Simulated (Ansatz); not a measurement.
## GeN (hypothetical, Fm-3m): phonons against volume

Wanted: mode Grüneisen parameters of GeN (hypothetical) and a free-energy fit over volumes. The crystal structure is hypothetical: it was made by swapping elements on a known structure type.

Method: DFT PBE, scalar-relativistic, plane waves, PAW, in Ansatz 0.2.0.

This is a report of a sequence of runs, with most program output left out.

### 1. The structure

Symmetry: Fm-3m, No. 225, cubic system. The conventional cell has a = 4.664 Å, b = 4.664 Å, c = 4.664 Å, α = 90.00°, β = 90.00°, γ = 90.00°. Nearest to Ge lie 6 N at 2.33 Å. Nearest to N lie 6 Ge at 2.33 Å. Farther neighbours and most contacts between anions are not listed.

Coordinates:

```
Ge N
1.0
     0.00000    2.33198    2.33198
     2.33198    0.00000    2.33198
     2.33198    2.33198    0.00000
Ge N
1 1
Direct
  0.00000 0.00000 0.00000
  0.50000 0.50000 0.50000
```

### 2. Probe on a coarse mesh

A cheap single point shows whether the cell is a metal or an insulator and how far it is from rest; that sets the k-mesh and the occupations of what follows.

The input, input.yaml:

```yaml
crystal:
  lattice:
    - [0.0, 2.33198, 2.33198]
    - [2.33198, 0.0, 2.33198]
    - [2.33198, 2.33198, 0.0]
  atoms:
    - { symbol: Ge, position: [0.0, 0.0, 0.0] }
    - { symbol: "N", position: [0.5, 0.5, 0.5] }
kpoints:
  mp_grid: { grid: [6, 6, 6] }
hamiltonian:
  xc: pbe
scf:
  occupations: { method: gaussian, width: 0.1 }
output:
  forces: true
  stress: true
  eigenvalues: true
```

Command:

```bash
> ansatz run input.yaml --threads 4 --pin off --max-ram 8192MiB --backend cpu --events-out ev --progress --plain --runs-dir out
```

Run time: 0.25 s. Hardware: 4 threads of Arm Neoverse V2, shared host; peak memory 0.26 GiB; 0.6 s of CPU time.

This run has no spin polarisation although its electron count is odd.

This step gave:

```
pressure          : -13.60 GPa
volume per atom   : 12.68 Å³
gap on the k-mesh : 0 eV
```

The start is under -14 GPa at this level and looks like a metal on this mesh.

### 3. A loose first relaxation

The start is far from rest, so a relaxation with loose thresholds first brings it near the minimum.

input.yaml, as its differences from that of step 2:

```diff
@@ -9,3 +9,3 @@
 kpoints:
-  mp_grid: { grid: [6, 6, 6] }
+  mp_grid: { grid: [8, 8, 8] }
 hamiltonian:
@@ -18 +18,6 @@
   eigenvalues: true
+relax:
+  adjacent_minimum: "off"
+  f_tol: 0.05
+  max_steps: 80
+  cell: { stress_tol: 0.5 }
```

Run time: 1.1 s. Hardware: 4 threads; peak memory 0.28 GiB.

Relaxation path:

```
step  energy less that of the first step (eV)  largest force component (eV/Å)  pressure (GPa)  volume (Å³)
   1                                   0.0000                          0.0000          -13.97        25.36
   2                                  -0.1357                          0.0000           -0.53        22.74
   3                                  -0.1361                          0.0000            0.11        22.65
  4*                                  -0.1322                          0.0000           -0.11        22.65
```

Relaxation steps marked * repeat the geometry before them on a plane-wave basis chosen anew for their cell, so energy and pressure can jump there.

The run keeps the 48 symmetry operations that it works with, so distortions that break them were not tested.

```
conventional cell, symmetrised  before  after   change
                         a (Å)   4.664  4.492   -3.7 %
                         b (Å)   4.664  4.492   -3.7 %
                         c (Å)   4.664  4.492   -3.7 %
              volume (Å³/atom)   12.68  11.33  -10.7 %
```

The relaxed structure:

```xyz
2
Lattice="0.0000 2.2458 2.2458 2.2458 0.0000 2.2458 2.2458 2.2458 0.0000" Properties=species:S:1:pos:R:3 pbc="T T T"
Ge    0.0000    0.0000    0.0000
N     2.2458    2.2458    2.2458
```

This step gave:

| Item | Value |
| --- | --- |
| pressure | -0.1115 GPa |
| volume per atom | 11.33 Å³ |

The relaxation ends with a pressure of -0.11 GPa.

### 4. Relaxation

Phonons are second derivatives about a minimum, so cell and atoms are relaxed first, inside the symmetry of the start.

input.yaml, the sections that differ from step 3:

```yaml
crystal:
  lattice:
    - [0.0, 2.2457576898, 2.2457576898]
    - [2.2457576898, 0.0, 2.2457576898]
    - [2.2457576898, 2.2457576898, 0.0]
  atoms:
    - { symbol: Ge, position: [0.0, 0.0, 0.0] }
    - { symbol: "N", position: [0.5, 0.5, 0.5] }
kpoints:
  mp_grid: { grid: [16, 16, 16] }
relax:
  adjacent_minimum: "off"
  f_tol: 0.005
  max_steps: 80
  cell: { stress_tol: 0.05 }
# hamiltonian, scf, output: as in step 3
```

Run time: 2.9 s. Hardware: 4 threads; peak memory 0.35 GiB; 10 s of CPU time.

Little changed from the start: no atom moved by 0.005 Å and no cell edge by 0.1 %.

Numbers from this step:

| Quantity | Value |
| --- | --- |
| pressure | -0.006237 GPa |
| volume per atom | 11.30 Å³ |

### 5. Relaxing to small residual forces and stress

The relaxation is repeated with tighter thresholds on force and stress, since phonons are sensitive to what is left; a change of mesh or smearing in the input moves the cell too.

input.yaml, the sections that differ from step 4:

```yaml
crystal:
  lattice:
    - [0.0, 2.244346698, 2.244346698]
    - [2.244346698, 0.0, 2.244346698]
    - [2.244346698, 2.244346698, 0.0]
  atoms:
    - { symbol: Ge, position: [0.0, 0.0, 0.0] }
    - { symbol: "N", position: [0.5, 0.5, 0.5] }
scf:
  occupations: { method: methfessel_paxton, width: 0.15 }
relax:
  adjacent_minimum: "off"
  f_tol: 0.001
  max_steps: 60
  cell: { stress_tol: 0.01 }
# kpoints, hamiltonian, output: as in step 4
```

It took 2 s on 4 threads; peak memory 0.35 GiB; 7 s of CPU time.

Little changed from the start: no atom moved by 0.005 Å and no cell edge by 0.1 %.

Numbers from this step:

```
pressure : -0.005649 GPa
```

The residual pressure is -0.0056 GPa, small enough for phonons.

### 6. Phonons, V/V0 1

The same q-mesh and k-mesh are kept at every volume, so that much of their error can cancel in the differences.

The input, input.yaml:

```yaml
crystal:
  lattice:
    - [0.0, 2.2442366414, 2.2442366414]
    - [2.2442366414, 0.0, 2.2442366414]
    - [2.2442366414, 2.2442366414, 0.0]
  atoms:
    - { symbol: Ge, position: [0.0, 0.0, 0.0] }
    - { symbol: "N", position: [0.5, 0.5, 0.5] }
kpoints:
  mp_grid: { grid: [16, 16, 16] }
hamiltonian:
  xc: pbe
scf:
  occupations: { method: methfessel_paxton, width: 0.15 }
output:
  eigenvalues: true
phonons:
  method: dfpt
  qmesh: [4, 4, 4]
  temperatures: { t_max: 1000, t_step: 50 }
  qpath:
    path:
      - [[0.0, 0.0, 0.0], [0.5, 0.0, 0.5], [0.625, 0.25, 0.625]]
      - [[0.375, 0.375, 0.75], [0.0, 0.0, 0.0], [0.5, 0.5, 0.5], [0.5, 0.25, 0.75], [0.5, 0.0, 0.5]]
    npoints: 10
```

Elapsed: 3.7 min, on 4 threads; peak memory 3.4 GiB.

This step gave:

* Γ frequencies: -209.6, -209.6, -209.6, 0, 0, 0 cm⁻¹ (negative: imaginary)
* lowest frequency on the path: -370.9 cm⁻¹
* point group: m-3m
* highest frequency: 343.6 cm⁻¹

No LO-TO term. Phonon branches along the path, in cm⁻¹:

```
    point  branch 1  branch 2  branch 3  branch 4  branch 5  branch 6
        Γ      -210      -210      -210         0         0         0
  halfway      -186      -186       140       140       163       303
        X      -165      -165       113       192       192       331
  halfway      -183      -117        92       200       210       307
        U      -200       -41        67       233       262       264
jump to K      -200       -41        67       233       262       264
  halfway      -221      -203        75       162       227       280
        Γ      -210      -210      -210         0         0         0
  halfway      -364        39        39       163       163       212
        L      -329       107       107       293       293       309
  halfway      -242        86       162       178       285       298
        W       -88       -88       174       194       260       260
  halfway      -151       -92        71       205       218       293
        X      -165      -165       113       192       192       331
```

Tetrahedra on 24 24 24, mean over bins of 10 cm⁻¹. Table of phonon density of states by wavenumber; read off at these points:

```
wavenumber (cm⁻¹)  phonon density of states (1/cm⁻¹/cell)
             -375                                       0
             -355                                 0.00104
             -325                                 0.00296
             -305                                 0.00337
             -275                                 0.00421
             -255                                 0.00474
             -225                                  0.0065
             -205                                 0.00714
             -175                                 0.00875
             -165                                  0.0102
             -155                                 0.00743
             -125                                 0.00452
             -105                                 0.00407
              -75                                 0.00487
              -55                                 0.00376
              -25                                 0.00245
               -5                                 0.00213
               25                                 0.00206
               45                                 0.00325
               75                                 0.00935
               95                                  0.0175
              105                                  0.0216
              125                                  0.0158
              145                                   0.013
              175                                  0.0132
              195                                  0.0255
              225                                  0.0138
              245                                  0.0112
              275                                  0.0183
              295                                  0.0226
              305                                  0.0287
              325                                 0.00327
              345                                  1.2e-4
```

The modes has structure finer than the step of the table below, so its rows give means over 20 cm⁻¹, whole bins alone (the curve runs from -380 to 363 cm⁻¹). Peaks (cm⁻¹: height): Ge -160.7: 0.0036, 101.2: 0.0192, 194.7: 0.0131, 302.2: 0.00935; N -198.1: 0.00621, 199.4: 0.0110, 302.2: 0.0165.

Phonopy on the run's constants, 21x21x21 mesh, Gaussian sigma 5.3 cm⁻¹. The modes by wavenumber; means over each step; values in 1/cm⁻¹/cell:

```
wavenumber (cm⁻¹)       Ge        N
             -360   3.3e-5   8.2e-4
             -340   8.2e-5  0.00199
             -320   1.1e-4  0.00260
             -300   2.2e-4  0.00349
             -280   3.5e-4  0.00372
             -260   4.6e-4  0.00376
             -240   7.9e-4  0.00468
             -220  0.00127  0.00538
             -200  0.00180  0.00573
             -180  0.00252  0.00592
             -160  0.00325  0.00541
             -140  0.00258  0.00335
             -120  0.00201  0.00213
             -100  0.00285  0.00226
              -80  0.00237  0.00174
              -60  0.00285  0.00160
              -40  0.00240  0.00109
              -20  0.00139   7.5e-4
                0   2.2e-4   8.5e-5
               20  0.00103   3.0e-4
               40  0.00246   6.2e-4
               60  0.00551  0.00128
               80  0.00955  0.00155
              100   0.0168  0.00224
              120   0.0124  0.00330
              140   0.0103  0.00376
              160  0.00685  0.00354
              180   0.0102  0.00692
              200   0.0121   0.0102
              220  0.00766  0.00776
              240  0.00502  0.00712
              260  0.00528  0.00923
              280  0.00595   0.0136
              300  0.00810   0.0156
              320  0.00291  0.00551
              340   2.6e-4   8.5e-4
```

No LO-TO term. The modes at Γ (shares of kinetic energy by element, %) (negative means imaginary):

```
mode  frequency (cm⁻¹)  symmetry  Ge %  N %
   1            -209.6       T1u    16   84
   2            -209.6       T1u    16   84
   3            -209.6       T1u    16   84
   4               0.0       T1u    84   16
   5               0.0       T1u    84   16
   6               0.0       T1u    84   16
```

Displacements in mode 3 (-209.6 cm⁻¹), the largest set to 1:
```
Ge1  0.00  0.07 -0.19
N2   0.00 -0.35  1.00
```

The lowest solved frequency is -364 cm⁻¹, so the cell is unstable here and gives no valid free energy.

### 7. A cell at another volume, V/V0 1.015

Symmetry fixes every atom, so a single point at the scaled cell gives the energy and pressure of this member.

input.yaml, the sections that differ from step 6:

```yaml
crystal:
  lattice:
    - [0.0, 2.2554021816, 2.2554021816]
    - [2.2554021816, 0.0, 2.2554021816]
    - [2.2554021816, 2.2554021816, 0.0]
  atoms:
    - { symbol: Ge, position: [0.0, 0.0, 0.0] }
    - { symbol: "N", position: [0.5, 0.5, 0.5] }
output:
  forces: true
  stress: true
  eigenvalues: true
# kpoints, hamiltonian, scf: as in step 6
# phonons: removed
```

It took 0.69 s on 4 threads; peak memory 0.33 GiB; 2.2 s of CPU time.

This step gave:

| Property | Result |
| --- | --- |
| pressure | -2.297 GPa |
| volume per atom | 11.47 Å³ |

The run ends at a pressure of -2.30 GPa.

### 8. Lattice dynamics at this volume, V/V0 1.015

Phonons at this volume give one point of F(V, T); meshes stay fixed along the series.

input.yaml, the sections that differ from step 7:

```yaml
output:
  eigenvalues: true
phonons:
  method: dfpt
  qmesh: [4, 4, 4]
  temperatures: { t_max: 1000, t_step: 50 }
  qpath:
    path:
      - [[0.0, 0.0, 0.0], [0.5, 0.0, 0.5], [0.625, 0.25, 0.625]]
      - [[0.375, 0.375, 0.75], [0.0, 0.0, 0.0], [0.5, 0.5, 0.5], [0.5, 0.25, 0.75], [0.5, 0.0, 0.5]]
    npoints: 10
# crystal, kpoints, hamiltonian, scf: as in step 7
```

It took 3.9 min on 4 threads; peak memory 3.4 GiB.

The lowest solved frequency is -366 cm⁻¹, so the cell is unstable here and gives no valid free energy.

### 9. A cell at another volume, V/V0 0.985

The cell differs from the one that the last finished run ended in (a 3.190 → 3.158 Å, b 3.190 → 3.158 Å, c 3.190 → 3.158 Å).

input.yaml, the sections that differ from step 8:

```yaml
crystal:
  lattice:
    - [0.0, 2.23295888, 2.23295888]
    - [2.23295888, 0.0, 2.23295888]
    - [2.23295888, 2.23295888, 0.0]
  atoms:
    - { symbol: Ge, position: [0.0, 0.0, 0.0] }
    - { symbol: "N", position: [0.5, 0.5, 0.5] }
output:
  forces: true
  stress: true
  eigenvalues: true
# kpoints, hamiltonian, scf: as in step 8
# phonons: removed
```

Wall time 0.69 s (4 threads); peak memory 0.33 GiB; 2.2 s of CPU time.

The run ends at a pressure of 2.48 GPa.

### 10. Phonons, V/V0 0.985

input.yaml, the sections that differ from step 9:

```yaml
output:
  eigenvalues: true
phonons:
  method: dfpt
  qmesh: [4, 4, 4]
  temperatures: { t_max: 1000, t_step: 50 }
  qpath:
    path:
      - [[0.0, 0.0, 0.0], [0.5, 0.0, 0.5], [0.625, 0.25, 0.625]]
      - [[0.375, 0.375, 0.75], [0.0, 0.0, 0.0], [0.5, 0.5, 0.5], [0.5, 0.25, 0.75], [0.5, 0.0, 0.5]]
    npoints: 10
# crystal, kpoints, hamiltonian, scf: as in step 9
```

Elapsed: 3.9 min, on 4 threads; peak memory 3.3 GiB.

No LO-TO term. Phonon branches along the path, in cm⁻¹:

```
    point  branch 1  branch 2  branch 3  branch 4  branch 5  branch 6
        Γ      -200      -200      -200         0         0         0
  halfway      -175      -175       140       140       171       310
        X      -151      -151       132       195       195       336
  halfway      -171       -98       114       202       215       311
        U      -192        54        82       236       268       270
jump to K      -192        54        82       236       268       270
  halfway      -214      -194        79       162       232       290
        Γ      -200      -200      -200         0         0         0
  halfway      -362        54        54       177       177       216
        L      -327       112       112       305       305       315
  halfway      -237        99       166       189       294       302
        W       -60       -60       179       200       263       263
  halfway      -136       -68        98       208       221       297
        X      -151      -151       132       195       195       336
```

The lowest solved frequency is -362 cm⁻¹, so the cell is unstable here and gives no valid free energy.

### 11. Single point at a scaled cell, V/V0 1.03

The cell differs from the one that the last finished run ended in (a 3.158 → 3.205 Å, b 3.158 → 3.205 Å, c 3.158 → 3.205 Å).

input.yaml, the sections that differ from step 10:

```yaml
crystal:
  lattice:
    - [0.0, 2.2664582514, 2.2664582514]
    - [2.2664582514, 0.0, 2.2664582514]
    - [2.2664582514, 2.2664582514, 0.0]
  atoms:
    - { symbol: Ge, position: [0.0, 0.0, 0.0] }
    - { symbol: "N", position: [0.5, 0.5, 0.5] }
output:
  forces: true
  stress: true
  eigenvalues: true
# kpoints, hamiltonian, scf: as in step 10
# phonons: removed
```

Run time: 0.74 s. Hardware: 4 threads; peak memory 0.33 GiB.

The run ends at a pressure of -4.41 GPa.

[end of part 1 of 2]

[Logs are printed without paths, hosts, clocks, repeated set-up lines and the standing remarks that a program may print on its own settings, such as how far it seeks lower states.]

[Hosts, paths, dates, database ids (printed as entryN), source tags and the programs' standing remarks are cut or masked in the printed files.]

[A step with changed settings may run another functional than the one named; its input shows which.]

[Of the runs on displaced cells, only some may be shown.]
